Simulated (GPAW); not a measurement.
**N/W(100): work function by functional and basis**

How far do functional and basis move the work function of N/W(100)?

Method: GPAW, PAW setups; slab in vacuum, relaxation, in the first sound run; inputs show where later runs differ, in GPAW 26.7.0.

Most raw output is cut from this account.

## Step 1: The starting structure

The cell holds 6 atoms: 5 W and 1 N. Cell: a = 3.160 Å, b = 3.160 Å, c = 22.980 Å, α = 90.0°, β = 90.0°, γ = 90.0°. Vacuum lies along c.

Structure file:

```cif
data_structure
_symmetry_space_group_name_H-M 'P 1'
_symmetry_Int_Tables_number 1
_cell_length_a 3.1600
_cell_length_b 3.1600
_cell_length_c 22.9804
_cell_angle_alpha 90.000
_cell_angle_beta 90.000
_cell_angle_gamma 90.000
_cell_volume 229.47
loop_
_atom_site_label
_atom_site_type_symbol
_atom_site_fract_x
_atom_site_fract_y
_atom_site_fract_z
_atom_site_occupancy
W1 W 0.00000 0.00000 0.34812 1
W2 W 0.50000 0.50000 0.41688 1
W3 W 0.00000 0.00000 0.48563 1
W4 W 0.50000 0.50000 0.55439 1
W5 W 0.00000 0.00000 0.62314 1
N6 N 0.50000 0.50000 0.65188 1
```

## Step 2: Relaxing the atoms

Forces are removed first; all later runs use this geometry. The lowest 2 atoms are held at bulk positions and keep their forces.

The input, run.py:

```python
import json
import numpy as np
from ase import Atoms
from ase.constraints import FixAtoms
from ase.optimize import BFGS
from gpaw import GPAW, PW

slab = Atoms(
    ['W', 'W', 'W', 'W', 'W', 'N'],
    positions=[
        [0.00000, 0.00000, 8.00000],
        [1.58000, 1.58000, 9.58000],
        [0.00000, 0.00000, 11.16000],
        [1.58000, 1.58000, 12.74000],
        [0.00000, 0.00000, 14.32000],
        [1.58000, 1.58000, 14.98038]],
    cell=[[3.16, 0.0, 0.0], [0.0, 3.16, 0.0], [0.0, 0.0, 22.98038]],
    pbc=[True, True, False])

slab.calc = GPAW(mode=PW(500), xc='PBE', kpts={'size': (10, 10, 1), 'gamma': True},
                 occupations={'name': 'fermi-dirac', 'width': 0.1}, nbands='160%',
                 convergence={'density': 1e-05}, maxiter=200,
                 poissonsolver={'dipolelayer': 'xy'},
                 symmetry={'tolerance': 1e-3, 'extra_ids': [1, 1, 0, 0, 0, 0]}, txt='slab.txt')
result = {}
slab.set_constraint(FixAtoms([0, 1]))
path = []
opt = BFGS(slab, maxstep=0.2)
opt.attach(lambda: path.append((slab.get_potential_energy(), slab.positions.tolist(), slab.get_forces().tolist())))
result['relaxed'] = bool(opt.run(fmax=0.03, steps=40))
result['path'] = path
energy = slab.get_potential_energy()
fermi = slab.calc.get_fermi_level()
v = slab.calc.get_electrostatic_potential().mean((0, 1)) - fermi
n = slab.calc.get_pseudo_density().mean((0, 1))
L = slab.cell[2, 2]
z = np.arange(len(v)) * L / len(v)
low, high = slab.positions[:, 2].min(), slab.positions[:, 2].max()
below, above = np.interp([low - 5.8, high + 5.8], z, v)
slopes = [np.interp(x, z, np.gradient(v, z)) for x in (low - 5.8, high + 5.8)]
eps = np.array([[slab.calc.get_eigenvalues(k, s) for k in range(len(slab.calc.get_ibz_k_points()))]
                for s in range(slab.calc.get_number_of_spins())]) - fermi
top, bottom = eps[eps < 0].max(), eps[eps > 0].min()
dipole = slab.get_dipole_moment()[2]
print(f'energy {energy:.4f} eV, Fermi level {fermi:.4f} eV, dipole {dipole:.5f} e A')
print(f'potential 5.8 A off the faces, from the Fermi level: lower {below:.4f} eV, upper {above:.4f} eV')
print(f'slope of the potential there: lower {slopes[0]:.5f}, upper {slopes[1]:.5f} eV/A')
print(f'nearest levels on the mesh: {top:.4f} and {bottom:.4f} eV')
print('magnetic moment', round(slab.get_magnetic_moment(), 3))
result.update(energy=energy, fermi=fermi, dipole=dipole, below=below, above=above, slopes=slopes, edges=[top, bottom],
              z=z.tolist(), v=v.tolist(), n=n.tolist(), positions=slab.positions.tolist(),
              forces=slab.get_forces(apply_constraint=False).tolist(), moments=slab.get_magnetic_moments().tolist())
json.dump(result, open('result.json', 'w'))
```

Launch:

```bash
OMP_NUM_THREADS=1 OPENBLAS_NUM_THREADS=1 python run.py
```

The job ended after 49 min (1 thread of Arm Neoverse V1, shared host; peak memory 0.35 GiB).

Step by step:

```csv
step,energy less that of the first step (eV),largest force (eV/Å)
1,0.0000,2.1641
2,-0.0855,1.5549
3,-0.2012,0.5255
4,-0.2136,0.4140
5,-0.2184,0.1595
6,-0.2185,0.0694
7,-0.2188,0.0863
8,-0.2195,0.1148
9,-0.2202,0.1042
10,-0.2210,0.0880
11,-0.2214,0.0746
12,-0.2214,0.0586
13,-0.2213,0.0343
14,-0.2213,0.0181
```

The atoms that moved most (Å):

```csv
atom,dx,dy,dz,length
W5,0.000,0.000,0.206,0.206
N6,0.000,0.000,-0.104,0.104
W3,0.000,0.000,0.031,0.031
W4,0.000,0.000,0.023,0.023
```

Final coordinates:

```cif
data_structure
_symmetry_space_group_name_H-M 'P 1'
_symmetry_Int_Tables_number 1
_cell_length_a 3.1600
_cell_length_b 3.1600
_cell_length_c 22.9804
_cell_angle_alpha 90.000
_cell_angle_beta 90.000
_cell_angle_gamma 90.000
_cell_volume 229.47
loop_
_atom_site_label
_atom_site_type_symbol
_atom_site_fract_x
_atom_site_fract_y
_atom_site_fract_z
_atom_site_occupancy
W1 W 0.00000 0.00000 0.34812 1
W2 W 0.50000 0.50000 0.41688 1
W3 W 0.00000 0.00000 0.48697 1
W4 W 0.50000 0.50000 0.55537 1
W5 W 0.00000 0.00000 0.63213 1
N6 N 0.50000 0.50000 0.64736 1
```

This step gave:

```
dipole along the normal                    : 0.03568 e·Å
levels nearest the Fermi level on the mesh : -5.35e-4, 0.006925 eV from the Fermi level
upper work function                        : 3.556 eV
lower work function                        : 4.197 eV
```

The electrostatic potential energy of an electron (without an applied field's), less the Fermi level, planar mean oscillates, so the rows of the table below give means over windows of 1.63 Å about each position, cut where the curve ends. Its maxima inside the range that stand out by 2 % of the span (Å: eV): 8.8: -8.52, 10.3: -8.64, 12.0: -9.23, 13.6: -6.74. Its minima: 8.0: -19.9, 9.6: -20.6, 11.2: -20.7, 12.7: -20.7, 14.7: -28.2.

Electrostatic potential energy of an electron (without an applied field's), less the Fermi level, planar mean against z; means over each step:

```csv
z (Å),"electrostatic potential energy of an electron (without an applied field's), less the Fermi level, planar mean (eV)"
0.81,4.16
2.44,4.20
4.07,4.18
5.71,3.74
7.33,-7.63
8.96,-14.4
10.59,-14.4
12.22,-14.9
13.85,-14.4
15.48,-7.95
17.11,3.39
18.75,3.55
20.38,3.56
22.00,3.57
```

The pseudo valence density, planar mean oscillates, so the rows of the table below give means over windows of 1.63 Å about each position, cut where the curve ends. Its maxima inside the range that stand out by 2 % of the span (Å: e/Å³): 8.0: 1.34, 9.6: 1.36, 11.1: 1.33, 12.8: 1.33, 14.6: 1.65. Its minima: 8.8: 0.532, 10.3: 0.503, 12.1: 0.538, 13.6: 0.439.

The pseudo valence density, planar mean by z; means over each step:

```csv
z (Å),"pseudo valence density, planar mean (e/Å³)"
2.44,9.3e-6
4.07,3.5e-4
5.71,0.0120
7.33,0.537
8.96,0.896
10.59,0.872
12.22,0.894
13.85,0.860
15.48,0.530
17.11,0.00603
18.75,1.1e-4
```

The relaxation lowered the energy of the cell by 0.221 eV (energies extrapolated to zero smearing; the optimiser's log prints free energies). The largest force left on a free atom is 0.018 eV/Å.

## Step 3: The slab's potential

With the geometry fixed, the planar mean of the potential gives the vacuum level on each side.

This step: GPAW, PAW setups; slab in vacuum (GPAW 26.7.0).

Changes to run.py since step 2:

```diff
@@ -3,4 +3,2 @@
 from ase import Atoms
-from ase.constraints import FixAtoms
-from ase.optimize import BFGS
 from gpaw import GPAW, PW
@@ -12,6 +10,6 @@
         [1.58000, 1.58000, 9.58000],
-        [0.00000, 0.00000, 11.16000],
-        [1.58000, 1.58000, 12.74000],
-        [0.00000, 0.00000, 14.32000],
-        [1.58000, 1.58000, 14.98038]],
+        [0.00000, 0.00000, 11.19085],
+        [1.58000, 1.58000, 12.76264],
+        [-0.00000, -0.00000, 14.52649],
+        [1.58000, 1.58000, 14.87656]],
     cell=[[3.16, 0.0, 0.0], [0.0, 3.16, 0.0], [0.0, 0.0, 22.98038]],
@@ -23,10 +21,4 @@
                  poissonsolver={'dipolelayer': 'xy'},
-                 symmetry={'tolerance': 1e-3, 'extra_ids': [1, 1, 0, 0, 0, 0]}, txt='slab.txt')
+                 symmetry={'tolerance': 1e-3}, txt='slab.txt')
 result = {}
-slab.set_constraint(FixAtoms([0, 1]))
-path = []
-opt = BFGS(slab, maxstep=0.2)
-opt.attach(lambda: path.append((slab.get_potential_energy(), slab.positions.tolist(), slab.get_forces().tolist())))
-result['relaxed'] = bool(opt.run(fmax=0.03, steps=40))
-result['path'] = path
 energy = slab.get_potential_energy()
```

Elapsed: 4.9 min, on 1 thread; peak memory 0.34 GiB.

This step gave:

- dipole along the normal: 0.03552 e·Å
- levels nearest the Fermi level on the mesh: -5.22e-4, 0.006916 eV from the Fermi level

The electrostatic potential energy of an electron (without an applied field's), less the Fermi level, planar mean by z:

```csv
z (Å),"electrostatic potential energy of an electron (without an applied field's), less the Fermi level, planar mean (eV)"
0.0,3.88
0.5,4.20
1.0,4.20
1.5,4.20
2.0,4.20
2.5,4.20
3.0,4.20
3.5,4.19
4.0,4.19
4.5,4.18
5.0,4.14
5.5,4.02
6.0,3.66
6.5,2.62
7.0,-0.496
7.5,-9.71
8.0,-19.8
8.5,-11.7
9.0,-10.3
9.5,-20.2
10.0,-13.7
10.5,-9.13
11.0,-18.8
11.5,-16.4
12.0,-9.34
12.5,-17.6
13.0,-17.6
13.5,-7.28
14.0,-11.8
14.5,-25.8
15.0,-21.1
15.5,-2.70
16.0,2.06
16.5,3.15
17.0,3.44
17.5,3.52
18.0,3.54
18.5,3.55
19.0,3.55
19.5,3.56
20.0,3.56
20.5,3.56
21.0,3.56
21.5,3.56
22.0,3.56
22.5,3.56
```

The pseudo valence density, planar mean oscillates, so the rows of the table below give means over windows of 1.63 Å about each position, cut where the curve ends. Its maxima inside the range that stand out by 2 % of the span (Å: e/Å³): 8.0: 1.34, 9.6: 1.36, 11.1: 1.33, 12.8: 1.33, 14.6: 1.65. Its minima: 8.8: 0.532, 10.3: 0.503, 12.1: 0.538, 13.6: 0.439.

Pseudo valence density, planar mean against z; means over each step:

z (Å), pseudo valence density, planar mean (e/Å³) and a bar:
```
     2.44       0.00 
     4.07       0.00 
     5.71       0.01 
     7.33       0.54 ##################
     8.96       0.90 ##############################
    10.59       0.87 #############################
    12.22       0.89 ##############################
    13.85       0.86 #############################
    15.48       0.53 ##################
    17.11       0.01 
    18.75       0.00
```

Force by atom:

```csv
atom,x (eV/Å),y (eV/Å),z (eV/Å),size
W1,0.00,0.00,1.48,1.48
W2,0.00,0.00,-1.43,1.43
W3,0.00,0.00,-0.01,0.01
W4,0.00,0.00,0.02,0.02
W5,0.00,0.00,-0.01,0.01
N6,0.00,0.00,0.00,0.00
```

The potential is flat to 3.0e-4 eV/Å where it is read, so the vacuum is wide enough.

## Step 4: OptPBE vdW: xc = "optPBE-vdW"

The same geometry under optPBE-vdW, to see how far the functional moves the levels against the vacuum (the van der Waals functionals take revPBE setups).

Changes to run.py since step 3:

```diff
@@ -17,3 +17,3 @@
 
-slab.calc = GPAW(mode=PW(500), xc='PBE', kpts={'size': (10, 10, 1), 'gamma': True},
+slab.calc = GPAW(mode=PW(500), xc='optPBE-vdW', kpts={'size': (10, 10, 1), 'gamma': True},
                  occupations={'name': 'fermi-dirac', 'width': 0.1}, nbands='160%',
```

Elapsed: 5.4 min, on 1 thread; peak memory 0.54 GiB.

Numbers from this step:

```
dipole along the normal                    : 0.02899 e·Å
levels nearest the Fermi level on the mesh : -0.01143, 0.01304 eV from the Fermi level
upper work function                        : 3.878 eV
lower work function                        : 4.400 eV
```

Table of electrostatic potential energy of an electron (without an applied field's), less the Fermi level, planar mean by z:

```csv
z (Å),"electrostatic potential energy of an electron (without an applied field's), less the Fermi level, planar mean (eV)"
0.0,4.14
0.5,4.40
1.0,4.40
1.5,4.40
2.0,4.40
2.5,4.40
3.0,4.40
3.5,4.40
4.0,4.39
4.5,4.37
5.0,4.32
5.5,4.18
6.0,3.79
6.5,2.70
7.0,-0.452
7.5,-9.68
8.0,-19.8
8.5,-11.7
9.0,-10.3
9.5,-20.2
10.0,-13.7
10.5,-9.14
11.0,-18.8
11.5,-16.4
12.0,-9.34
12.5,-17.6
13.0,-17.6
13.5,-7.30
14.0,-11.8
14.5,-25.7
15.0,-20.9
15.5,-2.58
16.0,2.24
16.5,3.39
17.0,3.72
17.5,3.82
18.0,3.86
18.5,3.87
19.0,3.87
19.5,3.88
20.0,3.88
20.5,3.88
21.0,3.88
21.5,3.88
22.0,3.88
22.5,3.88
```

Table of pseudo valence density, planar mean by z:

```csv
z (Å),"pseudo valence density, planar mean (e/Å³)"
3.5,9.0e-5
4.0,2.4e-4
4.5,6.6e-4
5.0,0.00180
5.5,0.00508
6.0,0.0145
6.5,0.0409
7.0,0.141
7.5,0.558
8.0,1.31
8.5,0.696
9.0,0.609
9.5,1.29
10.0,0.792
10.5,0.530
11.0,1.17
11.5,0.988
12.0,0.541
12.5,1.05
13.0,1.09
13.5,0.472
14.0,0.660
14.5,1.58
15.0,1.05
15.5,0.313
16.0,0.0689
16.5,0.0158
17.0,0.00430
17.5,0.00134
18.0,4.6e-4
18.5,1.7e-4
19.0,6.5e-5
```

Force by atom:

```csv
atom,x (eV/Å),y (eV/Å),z (eV/Å),size
W1,0.00,0.00,1.10,1.10
W2,0.00,0.00,-1.45,1.45
W3,0.00,0.00,-0.01,0.01
W4,0.00,0.00,-0.08,0.08
W5,0.00,0.00,0.38,0.38
N6,0.00,0.00,0.11,0.11
```

The upper face's work function is 3.878 eV, against 3.556 eV in the first plane-wave PBE run at this geometry.

## Step 5: Self-consistent run: xc = "LDA"

The same geometry under LDA, to see how far the functional moves the levels against the vacuum.

Changes to run.py since step 4:

```diff
@@ -17,3 +17,3 @@
 
-slab.calc = GPAW(mode=PW(500), xc='optPBE-vdW', kpts={'size': (10, 10, 1), 'gamma': True},
+slab.calc = GPAW(mode=PW(500), xc='LDA', kpts={'size': (10, 10, 1), 'gamma': True},
                  occupations={'name': 'fermi-dirac', 'width': 0.1}, nbands='160%',
```

The job ended after 5 min (1 thread; peak memory 0.35 GiB).

Numbers from this step:

```yaml
dipole_along_the_normal: 0.02782 e·Å
levels_nearest_the_fermi_level_on_the_mesh: -0.01850, 0.005586 eV from the Fermi level
upper_work_function: 3.982 eV
lower_work_function: 4.483 eV
```

The electrostatic potential energy of an electron (without an applied field's), less the Fermi level, planar mean oscillates, so the rows of the table below give means over windows of 1.63 Å about each position, cut where the curve ends. Its maxima inside the range that stand out by 2 % of the span (Å: eV): 8.8: -8.15, 10.3: -8.26, 12.0: -8.84, 13.6: -6.35. Its minima: 8.0: -19.6, 9.6: -20.3, 11.2: -20.3, 12.7: -20.4, 14.7: -27.9.

The electrostatic potential energy of an electron (without an applied field's), less the Fermi level, planar mean by z; means over each step:

```csv
z (Å),"electrostatic potential energy of an electron (without an applied field's), less the Fermi level, planar mean (eV)"
0.81,4.45
2.44,4.48
4.07,4.47
5.71,4.04
7.33,-7.32
8.96,-14.1
10.59,-14.0
12.22,-14.5
13.85,-14.0
15.48,-7.56
17.11,3.83
18.75,3.98
20.38,3.98
22.00,3.99
```

The upper face's work function is 3.982 eV, against 3.556 eV in the first plane-wave PBE run at this geometry.

## Step 6: Self-consistent run: xc = "revPBE"

The same geometry under revPBE, to see how far the functional moves the levels against the vacuum.

Changes to run.py since step 5:

```diff
@@ -17,3 +17,3 @@
 
-slab.calc = GPAW(mode=PW(500), xc='LDA', kpts={'size': (10, 10, 1), 'gamma': True},
+slab.calc = GPAW(mode=PW(500), xc='revPBE', kpts={'size': (10, 10, 1), 'gamma': True},
                  occupations={'name': 'fermi-dirac', 'width': 0.1}, nbands='160%',
```

Elapsed: 5.1 min, on 1 thread; peak memory 0.34 GiB.

This step gave:

```
dipole along the normal                    : 0.03786 e·Å
levels nearest the Fermi level on the mesh : -0.005526, 0.006112 eV from the Fermi level
upper work function                        : 3.382 eV
lower work function                        : 4.065 eV
```

The upper face's work function is 3.382 eV, against 3.556 eV in the first plane-wave PBE run at this geometry.

## Step 7: Self-consistent run: xc = "RPBE"

The same geometry under RPBE, to see how far the functional moves the levels against the vacuum.

Changes to run.py since step 6:

```diff
@@ -17,3 +17,3 @@
 
-slab.calc = GPAW(mode=PW(500), xc='revPBE', kpts={'size': (10, 10, 1), 'gamma': True},
+slab.calc = GPAW(mode=PW(500), xc='RPBE', kpts={'size': (10, 10, 1), 'gamma': True},
                  occupations={'name': 'fermi-dirac', 'width': 0.1}, nbands='160%',
```

Elapsed: 4.8 min, on 1 thread; peak memory 0.35 GiB.

This step gave:

```yaml
dipole_along_the_normal: 0.03731 e·Å
levels_nearest_the_fermi_level_on_the_mesh: -0.006344, 0.006363 eV from the Fermi level
upper_work_function: 3.372 eV
lower_work_function: 4.045 eV
```

The upper face's work function is 3.372 eV, against 3.556 eV in the first plane-wave PBE run at this geometry.

## Step 8: Self-consistent run: xc = "vdW-DF2"

The same geometry under vdW-DF2, to see how far the functional moves the levels against the vacuum (the van der Waals functionals take revPBE setups).

Changes to run.py since step 7:

```diff
@@ -17,3 +17,3 @@
 
-slab.calc = GPAW(mode=PW(500), xc='RPBE', kpts={'size': (10, 10, 1), 'gamma': True},
+slab.calc = GPAW(mode=PW(500), xc='vdW-DF2', kpts={'size': (10, 10, 1), 'gamma': True},
                  occupations={'name': 'fermi-dirac', 'width': 0.1}, nbands='160%',
```

The job ended after 5.5 min (1 thread; peak memory 0.54 GiB).

This step gave:

```yaml
dipole_along_the_normal: 0.02207 e·Å
levels_nearest_the_fermi_level_on_the_mesh: -0.009392, 0.005261 eV from the Fermi level
upper_work_function: 4.167 eV
lower_work_function: 4.564 eV
```

The upper face's work function is 4.167 eV, against 3.556 eV in the first plane-wave PBE run at this geometry.

(Part 1 of 2 ends here.)

[Logs are printed without paths, hosts, clocks, repeated set-up lines and the standing remarks that a program may print on its own settings, such as how far it seeks lower states.]

[Hosts, paths, dates, database ids (printed as entryN), source tags and the programs' standing remarks are cut or masked in the printed files.]
